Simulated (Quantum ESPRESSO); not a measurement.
# Gap and tunnelling decay at a withheld lattice constant: TlZnCl3, cubic perovskite type

Method. Quantum ESPRESSO 7.5 (pw.x, pwcond.x with ikind = 0), PBE, GBRV ultrasoft, cubic crystals. κ is the slowest decay along [001] at mid-gap among three points across the current.

| a (Å) | gap on the mesh (eV) | κ (1/Å) |
| --- | --- | --- |
| 4.817 | 1.779 | 0.205 |
| 4.970 | 1.494 | 0.184 |
| 5.124 | 1.177 | 0.159 |
| 5.431 | 0.628 | 0.108 |

To predict: What are gap and κ at a = 5.278 Å?

**Worked estimate.** A line through the rows at 5.124 and 5.431 Å gives a gap of 1.177 + 0.502 × (0.628 − 1.177) = 0.90 eV and κ = 0.133 1/Å. The two-band model κ = 0.5123 √(m* E_g/4) needs m* = 0.327 at 5.124 Å; with that mass and the new gap, κ = 0.139 1/Å.

**Check.** The gap is 0.888 eV and κ = 0.135 1/Å. The line misses the gap by +0.014 eV and κ by −1.2 %; the two-band estimate misses κ by +3.1 %.

**Limits.** The structure type is imposed. Local and semilocal gaps and decay constants are too small; no spin-orbit coupling. For an indirect gap m* is a fitting number alone.
